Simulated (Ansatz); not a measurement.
## YAlSe3 (model cell, started as cubic perovskite with Al in the octahedra): from the cell to its phonons

How does YAlSe3 (model cell, started as cubic perovskite with Al in the octahedra) vibrate, and is this structure a minimum?

Method: DFT PBEsol, scalar-relativistic, plane waves, PAW; PAW set soft_1, in Ansatz 0.2.0.

The structure was built from a prototype and need not be the compound's stable phase.

## (1) The structure

It takes space group Pm-3m (No. 221, cubic). Conventional cell: a = 4.929 Å, b = 4.929 Å, c = 4.929 Å, α = 90.00°, β = 90.00°, γ = 90.00°. Nearest to Y lie 12 Se at 3.49 Å. Nearest to Al lie 6 Se at 2.46 Å. Nearest to Se lie 2 Al at 2.46 Å and 4 Y at 3.49 Å. Farther neighbours and most contacts between anions are not listed.

## (2) Bringing the structure to rest

The cell and atoms are relaxed, since residual forces and stress would shift the frequencies.

File input.yaml:

```yaml
crystal:
  lattice:
    - [4.9294, 0.0, 0.0]
    - [0.0, 4.9294, 0.0]
    - [0.0, 0.0, 4.9294]
  atoms:
    - { symbol: "Y", position: [0.0, 0.0, 0.0] }
    - { symbol: Al, position: [0.5, 0.5, 0.5] }
    - { symbol: Se, position: [0.5, 0.5, 0.0] }
    - { symbol: Se, position: [0.5, 0.0, 0.5] }
    - { symbol: Se, position: [0.0, 0.5, 0.5] }
kpoints:
  mp_grid: { grid: [8, 8, 8] }
hamiltonian:
  xc: pbesol
  pseudopotentials: { kind: paw, azcp: { folder: soft_1 }, xc_functional: pbe }
scf:
  occupations: { method: gaussian, width: 0.1 }
output:
  forces: true
  stress: true
  eigenvalues: true
  write_density: true
  write_potential: true
  elf: true
  volumetric_format: npy
relax:
  adjacent_minimum: "off"
  f_tol: 0.005
  max_steps: 80
  cell: { stress_tol: 0.05 }
```

Command:

```sh
> ansatz run input.yaml --threads 4 --pin off --max-ram 16384MiB --backend cpu --events-out ev --progress --plain --runs-dir out
```

Numbers of over 12 decimals in the logs are rounded to 6 here.

The program printed:

```text
Engine: ansatz 0.2.0, aarch64-unknown-linux-gnu
Pseudopotentials: kind: paw
Pseudopotential: Y, paw, valence charge 11, recommended cutoff 420 eV (normal), soft_1/Y.paw.azcp
Pseudopotential: Al, paw, valence charge 3, recommended cutoff 420 eV (normal), soft_1/Al.paw.azcp
Pseudopotential: Se, paw, valence charge 16, recommended cutoff 420 eV (normal), soft_1/Se.paw.azcp
Functional definition: PBEsol
  exchange = pbesol_x
  correlation = pbesol_c
Crystal: 5 atoms, lattice volume = 119.779 Å³
Basis set: ecut = 420 eV, 2325 PW (Γ), exchange–correlation on 72×72×72 points (8 copies of the dense FFT grid, shifted against one another)
Bands: 38, of which v1, the nominal top of the filled ones, is band 31 counted from 1 (30 counted from 0)
Symmetry: 48 space group operations
Space group: Pm-3m (ITA 221), of the structure as read, at distance tolerance 4.9e-5 Å
k-points: 35 of 512
Non-local potential: Y, projectors of the file, l = 0: 3, l = 1: 2, l = 2: 2, l = 3: 1
Non-local potential: Al, projectors of the file, l = 0: 2, l = 1: 2, l = 2: 1
Non-local potential: Se, projectors of the file, l = 0: 2, l = 1: 2, l = 2: 3, l = 3: 1
PAW form: soft (Blöchl's): semilocal exchange-correlation on the pseudo side does not see the compensation charge
PAW frozen core: Y, regenerated for the run's functional, and the local potential with it (the file was generated under x = pbe(κ = 0.804, μ = 0.219515), c = pbe(β = 0.066725))
PAW frozen core: Al, regenerated for the run's functional, and the local potential with it (the file was generated under x = pbe(κ = 0.804, μ = 0.219515), c = pbe(β = 0.066725))
PAW frozen core: Se, regenerated for the run's functional, and the local potential with it (the file was generated under x = pbe(κ = 0.804, μ = 0.219515), c = pbe(β = 0.066725))
PAW one-centre angular grid: Y, 590 points (default); XC on 64 Gauss nodes
PAW one-centre angular grid: Al, 110 points (default); XC on 64 Gauss nodes
PAW one-centre angular grid: Se, 590 points (default); XC on 64 Gauss nodes
Initial density: superposition of atomic densities (chi_scale 0.1, normalization cell, long waves kept (reshape's long-wave potential 0.00 eV rms))
Initial wavefunctions: pseudopotential atomic-orbital guess
Functional: x = pbesol(κ = 0.804, μ = 0.123457), c = pbesol(β = 0.046)
SCF iter   1: F=—  HF=-20596.684462 eV  |F-HF|=—  |Δ(HF+E_count)|=         —  Δρ=2.96e-2  dr2=1.34e0  ethr=3.10e-3  ⟨swp⟩=6.5  Hψ=5345  notcnv=0
preconditioner: auto → Resta (q_TF=auto, 2.445 Å⁻¹)  ε∞=6.3  [insulator: Δε(μ)=0.134 eV  Ē_g=7.214 eV  σ=0.100 eV  W_gap=0.65  n_scr=26 (ndim 8)  ℏωp=16.6 eV  f_vac=0.000  D(μ)=0.84/eV (n_scr^D=0)  ε∞_Penn≈6.3]
SCF iter   2: F=—  HF=-20596.435335 eV  |F-HF|=—  |Δ(HF+E_count)|=   2.49e-1  Δρ=1.61e-2  dr2=3.57e-1  ethr=2.17e-3  ⟨swp⟩=2.0  Hψ=1800  notcnv=0  defer=45
SCF iter   3: F=—  HF=-20596.336888 eV  |F-HF|=—  |Δ(HF+E_count)|=   9.84e-2  Δρ=2.70e-3  dr2=9.67e-3  ethr=5.76e-4  ⟨swp⟩=2.2  Hψ=2054  notcnv=0  defer=45
SCF iter   4: F=—  HF=-20596.335797 eV  |F-HF|=—  |Δ(HF+E_count)|=   1.09e-3  Δρ=8.40e-4  dr2=1.04e-3  ethr=1.56e-5  ⟨swp⟩=2.0  Hψ=2368  notcnv=0  defer=45
SCF iter   5: F=—  HF=-20596.335334 eV  |F-HF|=—  |Δ(HF+E_count)|=   4.62e-4  Δρ=2.65e-4  dr2=9.12e-5  ethr=1.68e-6  ⟨swp⟩=2.0  Hψ=2370  notcnv=0  defer=45
SCF iter   6: F=—  HF=-20596.335375 eV  |F-HF|=—  |Δ(HF+E_count)|=   4.11e-5  Δρ=6.12e-5  dr2=8.49e-6  ethr=1.47e-7  ⟨swp⟩=2.9  Hψ=2560  notcnv=0  defer=45
SCF iter   7: F=—  HF=-20596.335376 eV  |F-HF|=—  |Δ(HF+E_count)|=   2.65e-7  Δρ=1.29e-5  dr2=5.59e-7  ethr=1.37e-8  ⟨swp⟩=3.0  Hψ=2410  notcnv=0  defer=45
SCF iter   8: F=-20596.335376 eV  HF=-20596.335376 eV  |F-HF|=5.55e-9  |Δ(HF+E_count)|=   4.84e-8  Δρ=2.54e-6  dr2=1.36e-8  ethr=1.61e-10  ⟨swp⟩=13.2  Hψ=8373  notcnv=0
SCF 1 converged in 8 iterations: F = -20596.335376 eV  dr2 = 1.36e-8
  greatest PAW one-centre occupation: 1.000 electrons in one spin orbital (limit 2), on the Se atom at site 3 (counted from 0), in its partial waves of l = 2
relax step   1: F+E_penalty+E_count = -20596.33537561 eV  Δ(F+E_penalty+E_count) = +0.000e0 eV  max|allowed force component| = 9.256e-30 eV/Å  Δτ_max = 0.0000 Å  P = -3.925 GPa  Ω = 119.779 Å³  (8 SCF iters, dr2 threshold 1.00e-7 eV, accepted)
Crystal: 5 atoms, lattice volume = 112.438 Å³
Basis set: ecut = 420 eV, 2205 PW (Γ), exchange–correlation on 72×72×72 points (8 copies of the dense FFT grid, shifted against one another)
Initial density: handed on by an earlier stage of this run
Initial wavefunctions: those handed on with the density
iter 1 solved again at ethr=2.84e-5 eV; its pass at ethr=3.10e-3 eV (dr2=1.76e-2 eV) is discarded
SCF iter   1: F=—  HF=-20596.430637 eV  |F-HF|=—  |Δ(HF+E_count)|=         —  Δρ=2.89e-3  dr2=1.77e-2  ethr=2.84e-5  ⟨swp⟩=1.0  Hψ=6051  notcnv=0
preconditioner: auto → Resta (q_TF=auto, 2.471 Å⁻¹)  ε∞=5.7  [insulator: Δε(μ)=0.098 eV  Ē_g=7.913 eV  σ=0.100 eV  W_gap=0.51  n_scr=26 (ndim 8)  ℏωp=17.2 eV  f_vac=0.000  D(μ)=1.04/eV (n_scr^D=0)  ε∞_Penn≈5.7]
SCF iter   2: F=—  HF=-20596.425833 eV  |F-HF|=—  |Δ(HF+E_count)|=   4.80e-3  Δρ=1.38e-3  dr2=2.57e-3  ethr=2.84e-5  ⟨swp⟩=1.2  Hψ=1337  notcnv=0
preconditioner: auto → Kerker (q_TF=auto, 2.471 Å⁻¹)  [metal: Δε(μ)=0.084 eV  Ē_g=7.956 eV  σ=0.100 eV  W_gap=0.45  n_scr=26 (ndim 8)  ℏωp=17.2 eV  f_vac=0.000  D(μ)=0.97/eV (n_scr^D=0)]
SCF iter   3: F=—  HF=-20596.425009 eV  |F-HF|=—  |Δ(HF+E_count)|=   8.24e-4  Δρ=5.05e-4  dr2=3.12e-4  ethr=4.14e-6  ⟨swp⟩=2.3  Hψ=2421  notcnv=0
SCF iter   4: F=—  HF=-20596.424955 eV  |F-HF|=—  |Δ(HF+E_count)|=   5.41e-5  Δρ=1.62e-4  dr2=5.42e-5  ethr=5.03e-7  ⟨swp⟩=2.0  Hψ=1855  notcnv=0
SCF iter   5: F=—  HF=-20596.424936 eV  |F-HF|=—  |Δ(HF+E_count)|=   1.94e-5  Δρ=6.70e-5  dr2=7.82e-6  ethr=8.74e-8  ⟨swp⟩=2.0  Hψ=2411  notcnv=0
SCF iter   6: F=—  HF=-20596.424935 eV  |F-HF|=—  |Δ(HF+E_count)|=   1.04e-7  Δρ=1.69e-5  dr2=7.03e-7  ethr=1.26e-8  ⟨swp⟩=2.4  Hψ=1973  notcnv=0
SCF iter   7: F=-20596.424935 eV  HF=-20596.424935 eV  |F-HF|=2.24e-8  |Δ(HF+E_count)|=   7.14e-8  Δρ=4.83e-6  dr2=4.90e-8  ethr=8.06e-10  ⟨swp⟩=9.0  Hψ=8961  notcnv=0
SCF 2 converged in 7 iterations: F = -20596.424935 eV  dr2 = 4.90e-8
  greatest PAW one-centre occupation: 1.000 electrons in one spin orbital (limit 2), on the Se atom at site 4 (counted from 0), in its partial waves of l = 2
relax step   2: F+E_penalty+E_count = -20596.42493536 eV  Δ(F+E_penalty+E_count) = -8.956e-2 eV  max|allowed force component| = 2.419e-30 eV/Å  Δτ_max = 0.0000 Å  P = +0.276 GPa  Ω = 112.438 Å³  energy of the carried Pulay correction = +4.903e-4 eV  (7 SCF iters, dr2 threshold 5.00e-7 eV, accepted)
Crystal: 5 atoms, lattice volume = 112.893 Å³
iter 1 solved again at ethr=1.07e-7 eV; its pass at ethr=3.10e-3 eV (dr2=6.62e-5 eV) is discarded
SCF iter   1: F=—  HF=-20596.425289 eV  |F-HF|=—  |Δ(HF+E_count)|=         —  Δρ=1.92e-4  dr2=7.78e-5  ethr=1.07e-7  ⟨swp⟩=2.0  Hψ=5857  notcnv=0
preconditioner: auto → Kerker (q_TF=auto, 2.469 Å⁻¹)  [metal: Δε(μ)=0.077 eV  Ē_g=7.952 eV  σ=0.100 eV  W_gap=0.41  n_scr=26 (ndim 8)  ℏωp=17.1 eV  f_vac=0.000  D(μ)=0.95/eV (n_scr^D=0)]
SCF iter   2: F=—  HF=-20596.425262 eV  |F-HF|=—  |Δ(HF+E_count)|=   2.73e-5  Δρ=1.08e-4  dr2=2.17e-5  ethr=1.07e-7  ⟨swp⟩=1.0  Hψ=1330  notcnv=0
SCF iter   3: F=—  HF=-20596.425256 eV  |F-HF|=—  |Δ(HF+E_count)|=   6.57e-6  Δρ=2.55e-5  dr2=9.45e-7  ethr=3.50e-8  ⟨swp⟩=2.5  Hψ=1834  notcnv=0
SCF iter   4: F=—  HF=-20596.425256 eV  |F-HF|=—  |Δ(HF+E_count)|=   5.16e-8  Δρ=9.09e-6  dr2=1.35e-7  ethr=3.08e-10  ⟨swp⟩=8.9  Hψ=10461  notcnv=0
SCF iter   5: F=-20596.425255 eV  HF=-20596.425255 eV  |F-HF|=4.37e-11  |Δ(HF+E_count)|=   1.11e-7  Δρ=3.99e-6  dr2=2.20e-8  ethr=2.18e-10  ⟨swp⟩=8.0  Hψ=8788  notcnv=0
SCF 3 converged in 5 iterations: F = -20596.425255 eV  dr2 = 2.20e-8
relax step   3: F+E_penalty+E_count = -20596.42525541 eV  Δ(F+E_penalty+E_count) = -3.200e-4 eV  max|allowed force component| = 6.640e-31 eV/Å  Δτ_max = 0.0000 Å  P = -0.028 GPa  Ω = 112.893 Å³  energy of the carried Pulay correction = +4.590e-4 eV  (5 SCF iters, dr2 threshold 1.91e-7 eV, accepted)
Initial wavefunctions: pseudopotential atomic-orbital guess (no wavefunctions were taken with the density)
iter 1 solved again at ethr=1.77e-8 eV; its pass at ethr=3.10e-3 eV (dr2=1.10e-5 eV) is discarded
SCF iter   1: F=—  HF=-20596.424825 eV  |F-HF|=—  |Δ(HF+E_count)|=         —  Δρ=2.63e-5  dr2=1.96e-7  ethr=1.77e-8  ⟨swp⟩=3.3  Hψ=8846  notcnv=0
preconditioner: auto → Kerker (q_TF=auto, 2.469 Å⁻¹)  [metal: Δε(μ)=0.078 eV  Ē_g=7.948 eV  σ=0.100 eV  W_gap=0.42  n_scr=26 (ndim 8)  ℏωp=17.1 eV  f_vac=0.000  D(μ)=0.95/eV (n_scr^D=0)]
SCF iter   2: F=—  HF=-20596.424815 eV  |F-HF|=—  |Δ(HF+E_count)|=   9.66e-6  Δρ=1.59e-5  dr2=1.18e-7  ethr=3.16e-10  ⟨swp⟩=2.0  Hψ=2416  notcnv=0
SCF iter   3: F=—  HF=-20596.424815 eV  |F-HF|=—  |Δ(HF+E_count)|=   2.43e-8  Δρ=6.12e-6  dr2=2.12e-8  ethr=1.91e-10  ⟨swp⟩=1.0  Hψ=1330  notcnv=0
SCF iter   4: F=—  HF=-20596.424815 eV  |F-HF|=—  |Δ(HF+E_count)|=   5.64e-9  Δρ=9.02e-7  dr2=1.32e-9  ethr=3.43e-11  ⟨swp⟩=3.0  Hψ=2438  notcnv=0
SCF iter   5: F=—  HF=-20596.424815 eV  |F-HF|=—  |Δ(HF+E_count)|=  1.46e-10  Δρ=2.88e-7  dr2=1.69e-10  ethr=2.13e-12  ⟨swp⟩=3.0  Hψ=2450  notcnv=0
SCF iter   6: F=-20596.424815 eV  HF=-20596.424815 eV  |F-HF|=1.46e-11  |Δ(HF+E_count)|=    0.00e0  Δρ=8.31e-8  dr2=1.64e-11  ethr=1.00e-12  ⟨swp⟩=5.5  Hψ=5333  notcnv=0
SCF 4 converged in 6 iterations: F = -20596.424815 eV  dr2 = 1.64e-11
  greatest PAW one-centre occupation: 1.000 electrons in one spin orbital (limit 2), on the Se atom at site 2 (counted from 0), in its partial waves of l = 2
relax step   4: F+E_penalty+E_count = -20596.42481512 eV  Δ(F+E_penalty+E_count) = +4.403e-4 eV  max|allowed force component| = 1.762e-30 eV/Å  Δτ_max = 0.0000 Å  P = -0.029 GPa  Ω = 112.893 Å³  stress off target by 2.88e-2 GPa  SCF on the basis re-selected at this cell (its energy is not comparable with the rows above)  (6 SCF iters)
basis re-selected at this cell: Δ(F+E_penalty+E_count) = +4.403e-4 eV, ΔP = -0.001 GPa vs the last step (what re-selecting the basis moved, of the pressure what is left beyond the Pulay correction that the steps carried, after the strain that the cell walked since its last selection, with what the two solves' SCF thresholds leave and, on support functions, any second-order correction that the steps lacked; it is no m [...]
SCF converged after 6 iterations
Free energy (F): -20596.424815 eV
Harris-Foulkes:  -20596.424815 eV  (|F-HF|=1.46e-11)
Internal energy: -20596.420048 eV  (E = F + TS)
E sigma→0 (E₀):  -20596.422431 eV
Entropy (-TS):   -0.004768 eV (-0.954 meV/atom)
Fermi energy:    9.503060 eV
--- Per-component energies (eV) ---
  E_band       = -1199.165236
  E_kinetic    = 673.505483
  E_local      = -8540.756894  (includes V_loc(G=0)·N_el)
  E_nonlocal   = -1022.402589
  E_hartree    = 4404.042284
  E_xc         = -470.633144
  E_vxc        = -508.228578  (∫ρ·V_xc dr)
  E_paw        = -9478.473770  (= ΣΔE_a)
  E_vpaw       = -609.366298  (= ΣTr[D̂ρ^β])
  E_aug_tail   = -0.000959  (compensation charges beyond the density's cutoff)
  E_ewald      = -6164.893726
  E_core_change = 3.193268  (= ΣΔE_core)
  E_smearing   = -0.004768  (= −TS)
  E_closure    = -0.000000  (closes the sum)
  Σ components = -20596.424815   (vs F -20596.424815, Δ=0.00e0)
--- Forces (eV/Å), atoms counted from 1 ---
  atom   1  Y     -0.00000000    -0.00000000    -0.00000000
  atom   2  Al     0.00000000    -0.00000000    -0.00000000
  atom   3  Se    -0.00000000    -0.00000000     0.00000000
  atom   4  Se     0.00000000     0.00000000    -0.00000000
  atom   5  Se    -0.00000000     0.00000000    -0.00000000
  max |Σ_I F_I| component: 2.47e-30 eV/Å
--- Stress (GPa, compression-positive) ---
       -0.028814      -0.000000       0.000000
       -0.000000      -0.028814       0.000000
        0.000000       0.000000      -0.028814
  P = ⅓ Tr σ = -0.0288 GPa (-0.288 kbar)
--- Band table (eV; the first three rows and the last of 35) ---
  k-point 0: bands = [... 27 lower, 8.0964, 8.1432, 8.7297, 8.7297, 8.7297, 10.0564, 10.0564, 10.4346, ... 3 higher]
  k-point 1: bands = [... 27 lower, 7.8722, 8.0787, 8.5930, 8.6039, 8.6039, 10.1859, 10.4714, 10.5163, ... 3 higher]
  k-point 2: bands = [... 27 lower, 7.4220, 7.4220, 8.3626, 8.3626, 9.4046, 10.5158, 10.5663, 11.3653, ... 3 higher]
  k-point 34: bands = [... 27 lower, 8.1810, 9.8888, 9.8888, 9.8888, 10.1545, 11.0360, 11.0360, 11.0360, ... 3 higher]
--- Relaxed structure (3 steps of the walk, 3 accepted, 1 SCFs on fresh bases) ---
  F+E_penalty+E_count = -20596.42481512 eV   max|allowed force component| = 1.762e-30 eV/Å   (the final SCF, on the basis selected at the relaxed cell)
  cell:  # Å, volume = 112.8935 Å³
    - [4.833068, 0, 0]
    - [0, 4.833068, 0]
    - [0, 0, 4.833068]
  atoms:
    - { symbol: Y, position: [0, 0, 0] }
    - { symbol: Al, position: [0.5, 0.5, 0.5] }
    - { symbol: Se, position: [0.5, 0.5, 0] }
    - { symbol: Se, position: [0.5, 0, 0.5] }
    - { symbol: Se, position: [0, 0.5, 0.5] }
```

Run time: 12 s. Hardware: 4 threads of Arm Neoverse V1, shared host; peak memory 0.54 GiB.

Relaxation path:

| step | energy less that of the first step (eV) | largest force component (eV/Å) | pressure (GPa) | volume (Å³) |
| --- | --- | --- | --- | --- |
| 1 | 0.0000 | 0.0000 | -3.92 | 119.78 |
| 2 | -0.0896 | 0.0000 | 0.28 | 112.44 |
| 3 | -0.0899 | 0.0000 | -0.03 | 112.89 |
| 4* | -0.0894 | 0.0000 | -0.03 | 112.89 |

Relaxation steps marked * repeat the geometry before them on a plane-wave basis chosen anew for their cell, so energy and pressure can jump there.

Forces are held to the 48 operations that the run works with; a distortion that breaks them can't arise in this run.

| conventional cell, symmetrised | before | after | change |
| --- | --- | --- | --- |
| a (Å) | 4.929 | 4.833 | -2.0 % |
| b (Å) | 4.929 | 4.833 | -2.0 % |
| c (Å) | 4.929 | 4.833 | -2.0 % |
| volume (Å³/atom) | 23.96 | 22.58 | -5.7 % |

The relaxed structure:

```cif
data_structure
_symmetry_space_group_name_H-M 'P 1'
_symmetry_Int_Tables_number 1
_cell_length_a 4.8331
_cell_length_b 4.8331
_cell_length_c 4.8331
_cell_angle_alpha 90.000
_cell_angle_beta 90.000
_cell_angle_gamma 90.000
_cell_volume 112.89
loop_
_atom_site_label
_atom_site_type_symbol
_atom_site_fract_x
_atom_site_fract_y
_atom_site_fract_z
_atom_site_occupancy
Y1 Y 0.00000 0.00000 0.00000 1
Al2 Al 0.50000 0.50000 0.50000 1
Se3 Se 0.50000 0.50000 0.00000 1
Se4 Se 0.50000 0.00000 0.50000 1
Se5 Se 0.00000 0.50000 0.50000 1
```

This step gave:

```yaml
pressure: -0.02881 GPa
volume_per_atom: 22.58 Å³
gap_on_the_k_mesh: 0 eV
```

Electrostatic potential energy in the ac plane at fractional y = 0.500, with atoms of Al and Se within 0.2 Å of it. With pseudopotentials it is smooth inside the atoms' cores, unlike the true potential.

Ten even steps from '0' (-8 eV) to '9' (19 eV), each cell a mean:
```
77763068305777
77775100036777
77776533467777
34666533456654
00355100035510
83043057204205
94032079404208
40144023115302
02565311246631
66776544467766
77776310156777
77774023016777
77762089505777
```
Columns run along a (4.8 Å; values clipped at the 3rd and 97th percentile), rows up along c (4.8 Å). Atoms in or near the plane, at fractional coordinates: Al at (0.50, 0.50), Se at (0.50, 0.00), Se at (0.00, 0.50).

ELF in the ac plane at fractional y = 0.500, with atoms of Al and Se within 0.2 Å of it. It is the smooth field of the valence electrons, not physical close to the nuclei.

Ten even steps from '0' (0.05) to '9' (0.82), each cell a mean:
```
00269842698510
21137988986201
64214899962136
98632589732479
88874333235898
26998200058984
15998201059982
58986200147996
99753467533689
87312699851257
42126899984113
00158966897300
00379721499510
```
Columns run along a (4.8 Å), rows up along c (4.8 Å). Atoms in or near the plane, at fractional coordinates: Al at (0.50, 0.50), Se at (0.50, 0.00), Se at (0.00, 0.50).

Valence density in the ac plane at fractional y = 0.500, with atoms of Al and Se within 0.2 Å of it. It is the smooth field of the valence electrons, not physical close to the nuclei.

Ten steps, logarithmic in the rise over the least value, from '_' (0 e/Å³) to '@' (40 e/Å³), each cell a mean:
```
________..--##%%++::..______
________..::----::..________
__________....::....________
....________......______....
==::....______________..::--
%%**::....__________..::--##
@@**--....__________..::==%%
**==::..____________....::++
::::..________________....::
..________........________..
__________..::::::..________
________..::++**==::..______
________..==%%@@##::..______
```
Columns run along a (4.8 Å), rows up along c (4.8 Å). Atoms in or near the plane, at fractional coordinates: Al at (0.50, 0.50), Se at (0.50, 0.00), Se at (0.00, 0.50).

In this step the volume went from 23.96 to 22.58 Å³/atom.

[end of part 1 of 3]

[Logs are printed without paths, hosts, clocks, repeated set-up lines and the standing remarks that a program may print on its own settings, such as how far it seeks lower states.]

[Hosts, paths, dates, database ids (printed as entryN), source tags and the programs' standing remarks are cut or masked in the printed files.]
